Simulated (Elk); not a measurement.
# Collinear magnetic orders of MnF2 with Elk, part 2 of 2

Does MnF2 prefer parallel or opposed moments, or none?

Elk 11.2.3 (patched build); PBE with U = 4.00 eV on Mn d; all-electron APW+lo, Dirac cores, scalar-relativistic bands.

So far. Step 2 (Run 1 (ferro ++)): After 20 cycles the largest moment stands at 4.57 μB.

## (3) Start 2: antiferro +-

Reversing part of the moments tests the sign of the couplings between them.

The input, elk.in:

```
tasks
  0

xctype
  20

rgkmax
  7.0

nempty
  8

swidth
  0.001837

reducebf
  0.6

epsengy
  1e-05

maxscl
  100

lmaxi
  3

lmaxo
  10

lmaxapw
  10

spinpol
  .true.

sppath
  './'

avec
  9.21014718620 0.00000000000 0.00000000000
  0.00000000000 9.21014718620 0.00000000000
  0.00000000000 0.00000000000 6.25631628080

atoms
  2
  'Mn.in'
  2
  0.0000000000 0.0000000000 0.0000000000   0.000000 0.000000 -0.450000
  0.5000000000 0.5000000000 0.5000000000   0.000000 0.000000 0.450000
  'F.in'
  4
  0.3053000000 0.3053000000 0.0000000000   0.000000 0.000000 0.000000
  0.1947000000 0.8053000000 0.5000000000   0.000000 0.000000 0.000000
  0.6947000000 0.6947000000 0.0000000000   0.000000 0.000000 0.000000
  0.8053000000 0.1947000000 0.5000000000   0.000000 0.000000 0.000000

ngridk
  8 8 8

dft+u
  1 1
  1 2 0.146997 0.000000
```

Started as:

```sh
$ OMP_NUM_THREADS=4 elk
```

Numbers of over 12 decimals in the logs are rounded to 6 here.

Log:

```text
Warning(init1): few empty states an atom for a second variation :    8.000000000
 they are its basis, with spin, DFT+U, afieldc (12 by default), in Hartree-Fock and RDMFT; 30 and more for pressures

--- INFO.OUT ---
┌─────────────────────────┐
│ Elk code version 11.2.3 │
└─────────────────────────┘

All units are atomic (Hartree, Bohr, etc.)

┌─────────────────────────────────────────────────┐
│ Ground-state run starting from atomic densities │
└─────────────────────────────────────────────────┘

Lattice vectors :
   9.210147186       0.000000000       0.000000000
   0.000000000       9.210147186       0.000000000
   0.000000000       0.000000000       6.256316281

Species : 1 (Mn)
 parameters loaded from : Mn.in
 name : manganese
 nuclear charge    :   -25.00000000
 electronic charge :    25.00000000
 atomic mass :    100145.9370
 muffin-tin radius :    2.141764161
 number of radial points in muffin-tin :    993
 inner part over the whole radius :   0.9977511556E-02
 number on inner part of muffin-tin    :    698
 approximate nuclear radius :   0.7074591925E-04
 number of mesh points to nuclear radius :    332
 atomic positions (lattice), magnetic fields (Cartesian) :
  1 :   0.00000000  0.00000000  0.00000000    0.00000000  0.00000000 -0.45000000
  2 :   0.50000000  0.50000000  0.50000000    0.00000000  0.00000000  0.45000000

Species : 2 (F)
 parameters loaded from : F.in
 name : fluorine
 nuclear charge    :   -9.000000000
 electronic charge :    9.000000000
 atomic mass :    34631.97045
 muffin-tin radius :    1.784803467
 number of radial points in muffin-tin :    593
 inner part over the whole radius :   0.9802786614E-02
 number on inner part of muffin-tin    :    408
 approximate nuclear radius :   0.5278478738E-04
 number of mesh points to nuclear radius :    176
 atomic positions (lattice), magnetic fields (Cartesian) :
  1 :   0.30530000  0.30530000  0.00000000    0.00000000  0.00000000  0.00000000
  2 :   0.19470000 -0.19470000  0.50000000    0.00000000  0.00000000  0.00000000
  3 :  -0.30530000 -0.30530000  0.00000000    0.00000000  0.00000000  0.00000000
  4 :  -0.19470000  0.19470000  0.50000000    0.00000000  0.00000000  0.00000000

Total number of atoms per unit cell :    6
Total muffin-tin volume :    177.5684124
 ratio of muffin-tin to unit cell volume :   0.3345907069

Spin treatment :
 spin-polarised
 global magnetic field (Cartesian) :    0.000000000       0.000000000       0.000000000
 collinear magnetisation in z-direction

Number of Bravais lattice symmetries :   16
Number of crystal symmetries         :   16
Crystal has inversion symmetry
Real symmetric eigensolver will be used

k-point grid :      8     8     8
k-point offset :    0.000000000       0.000000000       0.000000000
k-point set is reduced with full crystal symmetry group
Total number of k-points :       75

Muffin-tin radius times maximum |G+k| :    7.000000000
 using average radius
Maximum |G+k| for APW functions       :    3.676875420
Maximum (1/2)|G+k|²                   :    6.759706429
Maximum |G| for potential and density :    12.00000000
Constant for pseudocharge density :    6
 order of it for each species :   13  13
 order of it for pair densities of each species (exact exchange by exxq0 0: 17) :   12   8
Radial integration step length :    1

G-vector grid sizes :     36    36    24
Number of G-vectors :    15483

Maximum angular momentum used for
 APW functions            :   10
 outer part of muffin-tin :   10
 inner part of muffin-tin :    3

Number of empty states         :     48
Total number of valence states :    156
Total number of core states    :     28

Third-order local-orbitals added for an l without core states : T
Total number of local-orbitals :     90

Exchange-correlation functional :     20     0     0
 Perdew-Burke-Ernzerhof, Phys. Rev. Lett. 77, 3865 (1996)
 gradient requirement :    1
 generalised gradient approximation (GGA)

DFT+U calculation
 fully localised limit (FLL)
 see Phys. Rev. B 52, R5467 (1995)
 species : 1 (Mn), l = 2, U =   0.14699700, J =   0.00000000

Smearing type :    3
 Fermi-Dirac
Smearing width :   0.1837000000E-02
Effective electronic temperature (K) :    580.0787206

Mixing type :    3
 Broyden mixing, J. Phys. A: Math. Gen. 17, L317 (1984)

Kohn-Sham potential initialised from atomic data

┌──────────────────────────────┐
│ Self-consistent loop started │
└──────────────────────────────┘

┌─────────────────┐
│ Loop number : 1 │
└─────────────────┘

Energies :
 Fermi                       :     0.21637427829035E-01
 sum of occupied eigenvalues :     -1566.9491218021
 electron kinetic            :      2751.7855257399
 core electron kinetic       :      2406.2106072082
 Coulomb                     :     -5322.2269265026
 Coulomb potential           :     -4111.6354059292
 nuclear-nuclear             :     -426.66169293074
 electron-nuclear            :     -5692.6456266561
 Hartree                     :      797.08039308422
 Madelung                    :     -3266.4092235380
 xc potential                :     -206.66289383642
 xc effective B-field        :    -0.771547
 external B-field            :      0.000000
 exchange                    :     -143.76707254643
 correlation                 :     -3.436364
 DFT+U                       :     0.611897
 electron entropic           :    -0.56262994404801E-06
 total energy                :     -2717.0329409984
 (external B-field energy excluded from total)

Density of states at Fermi energy :   0.1344073957E-01
 (states/Hartree/unit cell)

Estimated indirect band gap :   0.3635294912E-01
 from k-point 5 to k-point 7
Estimated direct band gap   :   0.3663747607E-01
 at k-point 8

Charges :
 core                        :    28.00000000
 valence                     :    58.00000000
 interstitial                :    4.790375734
 muffin-tins (core leakage)
  species : 1 (Mn)
   atom 1                    :    22.97301371     ( -0.2180828442E-06)
   atom 2                    :    22.97301371     ( -0.2180828442E-06)
  species : 2 (F)
   atom 1                    :    8.815899211     ( -0.2859255104E-06)
   atom 2                    :    8.815899211     ( -0.2859255104E-06)
   atom 3                    :    8.815899211     ( -0.2859255104E-06)
   atom 4                    :    8.815899211     ( -0.2859255104E-06)
 total in muffin-tins        :    81.20962427
 total calculated charge     :    86.00000164
 total charge                :    86.00000000
 error                       :   0.1643497853E-05

Moments :
 interstitial                :  -0.5435646127E-15
 muffin-tins
  species : 1 (Mn)
   atom 1                    :    4.345833231
   atom 2                    :   -4.345833231
  species : 2 (F)
   atom 1                    :  -0.3155762816E-01
   atom 2                    :   0.3155762816E-01
   atom 3                    :  -0.3155762816E-01
   atom 4                    :   0.3155762816E-01
 total in muffin-tins        :    0.000000000
 total moment                :  -0.5435646127E-15

[... earlier loops left out ...]

┌──────────────────┐
│ Loop number : 19 │
└──────────────────┘

Energies :
 Fermi                       :     0.94321460631970E-01
 sum of occupied eigenvalues :     -1554.8694178146
 electron kinetic            :      2745.5062144144
 core electron kinetic       :      2406.1315516782
 Coulomb                     :     -5316.5741890386
 Coulomb potential           :     -4110.6193099804
 nuclear-nuclear             :     -426.66169293074
 electron-nuclear            :     -5682.2844545724
 Hartree                     :      792.37195846450
 Madelung                    :     -3261.2645340484
 xc potential                :     -188.91639018681
 xc effective B-field        :    -0.839930
 external B-field            :      0.000000
 exchange                    :     -143.12566855064
 correlation                 :     -3.430048
 DFT+U                       :     0.638776
 electron entropic           :    -0.43373491042729E-11
 total energy                :     -2716.9849152854
 (external B-field energy excluded from total)

Density of states at Fermi energy :   0.5444806626E-07
 (states/Hartree/unit cell)

Estimated indirect band gap :   0.1250263735
 from k-point 5 to k-point 1
Estimated direct band gap   :   0.1265759302
 at k-point 1

Charges :
 core                        :    28.00000000
 valence                     :    58.00000000
 interstitial                :    5.194819309
 muffin-tins (core leakage)
  species : 1 (Mn)
   atom 1                    :    23.03087176     ( -0.2180806078E-06)
   atom 2                    :    23.03087176     ( -0.2180806078E-06)
  species : 2 (F)
   atom 1                    :    8.685859292     ( -0.2859033410E-06)
   atom 2                    :    8.685859292     ( -0.2859033410E-06)
   atom 3                    :    8.685859292     ( -0.2859033410E-06)
   atom 4                    :    8.685859292     ( -0.2859033410E-06)
 total in muffin-tins        :    80.80518069
 total calculated charge     :    86.00000230
 total charge                :    86.00000000
 error                       :   0.2296668157E-05

Moments :
 interstitial                :  -0.8280780139E-15
 muffin-tins
  species : 1 (Mn)
   atom 1                    :    4.547916008
   atom 2                    :   -4.547916008
  species : 2 (F)
   atom 1                    :  -0.2101351737E-01
   atom 2                    :   0.2101351737E-01
   atom 3                    :  -0.2101351737E-01
   atom 4                    :   0.2101351737E-01
 total in muffin-tins        :    0.000000000
 total moment                :  -0.8280780139E-15

┌──────────────────────────────┐
│ Self-consistent loop stopped │
└──────────────────────────────┘

Wrote STATE.OUT
```

It took 20 min on 4 threads of Arm Neoverse V2, shared host; peak memory 0.74 GiB.

Spin moment in the muffin-tin sphere by atom:

```csv
atom,spin moment in the muffin-tin sphere (μB)
Mn1,4.55
Mn2,-4.55
F3,-0.02
F4,0.02
F5,-0.02
F6,0.02
```

Read from the output:

```
density of states at the Fermi level : 2.00e-9 states/eV/cell
moment between the spheres           : 0 μB
magnetization                        : 0 μB
final state                          : antiferromagnetic
```

It lies 22.2 meV a seeded atom under the first start, and its largest moment is 4.55 μB against 4.57 μB.

## (4) Start 3: no spin polarisation

A run without seeds gives the energy of the state without moments.

elk.in, as its differences from that of step 3:

```diff
@@ -14,5 +14,2 @@
   0.001837
-
-reducebf
-  0.6
 
@@ -33,5 +30,2 @@
 
-spinpol
-  .true.
-
 sppath
@@ -48,4 +42,4 @@
   2
-  0.0000000000 0.0000000000 0.0000000000   0.000000 0.000000 -0.450000
-  0.5000000000 0.5000000000 0.5000000000   0.000000 0.000000 0.450000
+  0.0000000000 0.0000000000 0.0000000000   0.000000 0.000000 0.000000
+  0.5000000000 0.5000000000 0.5000000000   0.000000 0.000000 0.000000
   'F.in'
```

Started as:

```sh
$ OMP_NUM_THREADS=4 elk
```

Log:

```text
Warning(init1): few empty states an atom for a second variation :    8.000000000
 they are its basis, with spin, DFT+U, afieldc (12 by default), in Hartree-Fock and RDMFT; 30 and more for pressures

--- INFO.OUT ---
┌─────────────────────────┐
│ Elk code version 11.2.3 │
└─────────────────────────┘

All units are atomic (Hartree, Bohr, etc.)

┌─────────────────────────────────────────────────┐
│ Ground-state run starting from atomic densities │
└─────────────────────────────────────────────────┘

Lattice vectors :
[...]
species : 2 (F)
   atom 1                    :    8.644322099     ( -0.2859071149E-06)
   atom 2                    :    8.644322099     ( -0.2859071149E-06)
   atom 3                    :    8.644322099     ( -0.2859071149E-06)
   atom 4                    :    8.644322099     ( -0.2859071149E-06)
 total in muffin-tins        :    80.67428553
 total calculated charge     :    86.00000042
 total charge                :    86.00000000
 error                       :   0.4164758280E-06

┌──────────────────────────────┐
│ Self-consistent loop stopped │
└──────────────────────────────┘

Wrote STATE.OUT

[key lines of the parts left out:]
total energy                :     -2716.6543088103
```

Wall time 12 min (4 threads); peak memory 0.57 GiB; 49 min of CPU time.

Read from the output:

```yaml
density_of_states_at_the_fermi_level: 9.945 states/eV/cell
final_state: non-magnetic (no spin polarisation)
```

It lies 4476 meV a seeded atom over the first start.

## (5) Ranking

These are free energies at a smearing of 0.05 eV, so its entropy term is in the differences. They are divided by the number of seeded atoms, so that cells of unlike size compare.

Orders:

```csv
start,final state,typed order kept,energy over the lowest (meV a seeded atom),largest sphere moment (μB),net moment (μB a primitive cell),DOS at the Fermi level (states/eV a primitive cell),mesh matched,CPU time (s)
ferro ++,ferromagnetic,yes,22.23,4.566,10,0,yes,4836
antiferro +-,antiferromagnetic,yes,0,4.548,0,0,yes,4527
no spin polarisation,non-magnetic,-,4498,0,0,9.945,yes,2946
```

## (6) Results

```yaml
lowest_state_found: antiferromagnetic (typed antiferro +-)
largest_site_moment: 4.55 μB
next_state: ferromagnetic, 22.2 meV a seeded atom higher
run_without_spin_seeds_over_the_lowest: 4498 meV a seeded atom
```

In words: The lowest state found is antiferromagnetic, reached from the start antiferro +-, with moments up to 4.55 μB. The next state costs 22 meV a seeded atom. Under a U a spinless open shell is left with part-filled orbitals, which the U penalises, so its energy is no clean measure of what the moments gain. Only 3 starts are shown; other collinear patterns, canted and longer-period orders are not.

[Logs and program files are shortened in this print: banners, set-up blocks, solver, clock and traceback lines can be left out without a mark of their own.]

[Logs are printed without paths, hosts, clocks, repeated set-up lines and the standing remarks that a program may print on its own settings, such as how far it seeks lower states.]

[Hosts, paths, dates, database ids (printed as entryN), source tags and the programs' standing remarks are cut or masked in the printed files.]

[Where a cell is said to come from a database of computed structures, the database is the Materials Project.]
